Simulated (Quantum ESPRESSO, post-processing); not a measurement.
# Cl on fcc sites of Rh(111), stepped through the coverage, part 10 of 10

Aim: how the results for Cl on fcc sites of Rh(111) change with the coverage.

Quantum ESPRESSO 7.5; plane-wave DFT, PBE, GBRV ultrasoft pseudopotentials.

So far. Step 9 (Relaxing the ions, 0.75 ML): The relaxation lowers the energy by 10 meV an atom. On the free atoms the largest force ends at 0.034 eV/Å. Step 10 (Ground state, 0.75 ML): Inside the slab this potential holds the local part of the pseudopotentials, which can be repulsive at the nuclei; only its value in the vacuum has a meaning of its own.

**11. Relaxing the ions, 1 ML (continued)**

Step by step:

| step | energy less that of the first step (eV) | largest force (eV/Å) |
| --- | --- | --- |
| 1 | 0.0000 | 1.3310 |
| 2 | -0.0462 | 0.8791 |
| 3 | -0.0765 | 0.4117 |
| 4 | -0.0875 | 0.1190 |
| 5 | -0.0879 | 0.0867 |
| 6 | -0.0884 | 0.0938 |
| 7 | -0.0889 | 0.1021 |
| 8 | -0.0896 | 0.0846 |
| 9 | -0.0901 | 0.0364 |

The atoms that moved most (Å):

| atom | dx | dy | dz | length |
| --- | --- | --- | --- | --- |
| Cl4 | 0.000 | 0.000 | 0.111 | 0.111 |
| Rh3 | 0.000 | 0.000 | -0.074 | 0.074 |

The relaxation lowers the energy by 23 meV an atom. On the free atoms the largest force ends at 0.036 eV/Å.

Numbers from this step:

| Item | Value |
| --- | --- |
| free energy | -7439.0744 eV |
| Fermi energy | 4.979 eV |

**12. Ground state, 1 ML**

m8.esm.in

```
&control
  prefix = 'm8.esm'
  outdir = './out'
  pseudo_dir = './pseudo'
  calculation = 'scf'
  tprnfor = .true.
/
&system
  ibrav = 0
  nat = 4
  ntyp = 2
  ecutwfc = 40
  ecutrho = 200
  occupations = 'smearing'
  smearing = 'mv'
  degauss = 0.02
  assume_isolated = 'esm'
  esm_bc = 'bc1'
/
&electrons
  conv_thr = 1e-07
  mixing_beta = 0.25
  electron_maxstep = 160
  mixing_mode = 'local-TF'
  mixing_ndim = 12
/
ATOMIC_SPECIES
  Rh  102.9055  rh_pbe_v1.4.uspp.F.UPF
  Cl  35.4500  cl_pbe_v1.4.uspp.F.UPF
CELL_PARAMETERS angstrom
  2.70966521178718 0.00000000000000 0.00000000000000
  1.35483260589359 2.34663890915864 0.00000000000000
  0.00000000000000 0.00000000000000 20.44213881894749
ATOMIC_POSITIONS crystal
  Rh  0.000000000000 0.000000000000 -0.157404939550
  Rh  0.333333333400 0.333333333400 -0.049175932750
  Rh  0.666666666700 0.666666666700 0.055423196050
  Cl  0.000000000000 0.000000000000 0.157404939550
K_POINTS automatic
  10 10 1 0 0 0
```

Started as:

```console
$ OMP_NUM_THREADS=1 mpirun -n 16 pw.x -nk 4 -in m8.esm.in > m8.esm.out
```

Log:

```text
[banner, memory and clock lines left out]
Program PWSCF v.7.5 starts
[...]
Message from routine setup:
[...]
number of electrons       =        52.00
     number of Kohn-Sham states=           31
     kinetic-energy cutoff     =      40.0000  Ry
     charge density cutoff     =     200.0000  Ry
[...]
number of k points=    14  Marzari-Vanderbilt smearing, width (Ry)=  0.0200
[...]
Dense  grid:    41957 G-vectors     FFT dimensions: (  24,  24, 180)
[...]
negative rho (up, down):  1.919E-01 0.000E+00
     Starting wfcs are   40 randomized atomic wfcs
[...]
negative rho (up, down):  2.103E-01 0.000E+00
[...]
estimated scf accuracy    <     199.51474791 Ry
[...]
negative rho (up, down):  2.231E-01 0.000E+00
[...]
estimated scf accuracy    <      74.12427911 Ry
[...]
negative rho (up, down):  2.249E-01 0.000E+00
[...]
estimated scf accuracy    <      15.45963963 Ry
[...]
negative rho (up, down):  3.040E-01 0.000E+00
[...]
estimated scf accuracy    <      13.80435867 Ry
[...]
negative rho (up, down):  2.177E-01 0.000E+00
[...]
estimated scf accuracy    <    1204.71142839 Ry
[...]
negative rho (up, down):  2.135E-01 0.000E+00
[...]
estimated scf accuracy    <     216.29631060 Ry
[...]
negative rho (up, down):  2.150E-01 0.000E+00
[...]
estimated scf accuracy    <     173.68374410 Ry
[...]
negative rho (up, down):  2.107E-01 0.000E+00
[...]
estimated scf accuracy    <     174.52952377 Ry
[...]
negative rho (up, down):  2.138E-01 0.000E+00
[...]
estimated scf accuracy    <     162.14723203 Ry
[...]
negative rho (up, down):  2.048E-01 0.000E+00
[...]
estimated scf accuracy    <     163.24998644 Ry
[...]
negative rho (up, down):  2.054E-01 0.000E+00
[...]
estimated scf accuracy    <       8.71046054 Ry
[...]
negative rho (up, down):  2.020E-01 0.000E+00
[...]
estimated scf accuracy    <      11.24819482 Ry
[...]
negative rho (up, down):  1.960E-01 0.000E+00
[...]
estimated scf accuracy    <       0.00008387 Ry
[...]
negative rho (up, down):  1.963E-01 0.000E+00
[...]
estimated scf accuracy    <       0.00006029 Ry
[...]
negative rho (up, down):  1.962E-01 0.000E+00
[...]
estimated scf accuracy    <       0.00011651 Ry
[...]
negative rho (up, down):  1.962E-01 0.000E+00
[...]
estimated scf accuracy    <       0.00005980 Ry
[...]
negative rho (up, down):  1.961E-01 0.000E+00
[...]
estimated scf accuracy    <       0.00002089 Ry
[...]
negative rho (up, down):  1.961E-01 0.000E+00
[...]
estimated scf accuracy    <       0.00000258 Ry
[...]
negative rho (up, down):  1.961E-01 0.000E+00
[...]
estimated scf accuracy    <       0.00001519 Ry
[...]
negative rho (up, down):  1.961E-01 0.000E+00
[...]
estimated scf accuracy    <       0.00000094 Ry
[...]
negative rho (up, down):  1.961E-01 0.000E+00
[...]
estimated scf accuracy    <       0.00000043 Ry
[...]
negative rho (up, down):  1.961E-01 0.000E+00
[...]
the Fermi energy is    -5.1325 ev
!    total energy              =    -546.76188723 Ry
     estimated scf accuracy    <       0.00000009 Ry
     smearing contrib. (-TS)   =      -0.00195632 Ry
     internal energy E=F+TS    =    -546.75993091 Ry
[...]
one-electron contribution =    7198.02593509 Ry
     hartree contribution      =   -3601.00560728 Ry
     xc contribution           =     -99.26363224 Ry
     ewald contribution        =   -4044.51662647 Ry
     convergence has been achieved in  92 iterations
     negative rho (up, down):  1.961E-01 0.000E+00
[...]
Total force =     0.018790     Total SCF correction =     0.001394
[...]
```

Wall time 29 s (16 MPI ranks of Arm Neoverse V2, shared host); peak memory 1 GiB; 7.7 min of CPU time.

This step gave:

* Fermi energy: -5.133 eV
* vacuum line at the lower end of the cell, over the Fermi level: 5.129 eV
* vacuum line at the upper end of the cell, over the Fermi level: 5.136 eV

Inside the slab this potential holds the local part of the pseudopotentials, which can be repulsive at the nuclei; only its value in the vacuum has a meaning of its own.

**13. The series side by side**

The series in one table:

| the coverage | adsorption energy an atom, from the free molecule (eV) | work function of the upper face (eV) | work function of the lower face (eV) |
| --- | --- | --- | --- |
| 0 ML | - | 5.081 | 5.081 |
| 0.1111 ML | - | 5.05 | 5.084 |
| 0.1667 ML | - | 5.019 | 5.071 |
| 0.25 ML | - | 5.015 | 5.047 |
| 0.3333 ML | - | 5.1 | 5.069 |
| 0.5 ML | -1.137 | 5.137 | 5.059 |
| 0.6667 ML | -0.6916 | 5.154 | 5.095 |
| 0.75 ML | -0.3957 | 5.129 | 5.084 |
| 1 ML | 0.1441 | 5.136 | 5.129 |

**14. A check by hand**

At 1 ML: E_ads = [-7439.0744 − 1 × (-6986.3213)]/1 − (-905.7945)/2 = 0.144 eV. Cells and meshes differ along the series, and any error of the slab's energy is multiplied by the number of slab cells an adsorbate, so no value is given under half a monolayer.

**15. Summary of results**

| Property | Result |
| --- | --- |
| adsorption energy an atom, from the free molecule, at 0.5 ML and at 1 ML | -1.14, 0.14 eV |
| work function of the upper face, at 0 ML and at 1 ML | 5.08, 5.14 eV |

**Reading.** The series holds 9 members (PBE, GBRV ultrasoft). From 0.5 ML to 1 ML the adsorption energy an atom, from the free molecule rises from -1.14 to 0.14 eV. From 0 ML to 1 ML the work function of the upper face goes from 5.08 to 5.14 eV by way of 5.02 at 0.25 ML. The untouched lower face should keep its work function but moves by 0.08 eV, since the slab is thin and cells, meshes or relaxed layers differ between members; changes of the upper face are uncertain by about as much. Thin slabs, one site and one ordered pattern a coverage; no reconstruction or subsurface sites; meshes differ a little between cells.

[Logs are printed without paths, hosts, clocks, repeated set-up lines and the standing remarks that a program may print on its own settings, such as how far it seeks lower states.]

[Hosts, paths, dates, database ids (printed as entryN), source tags and the programs' standing remarks are cut or masked in the printed files.]

[Maps of the electrostatic potential energy from Ansatz leave out the sawtooth potential of an applied field or a dipole correction, so their vacuum need not be flat; planar profiles and work functions include it.]
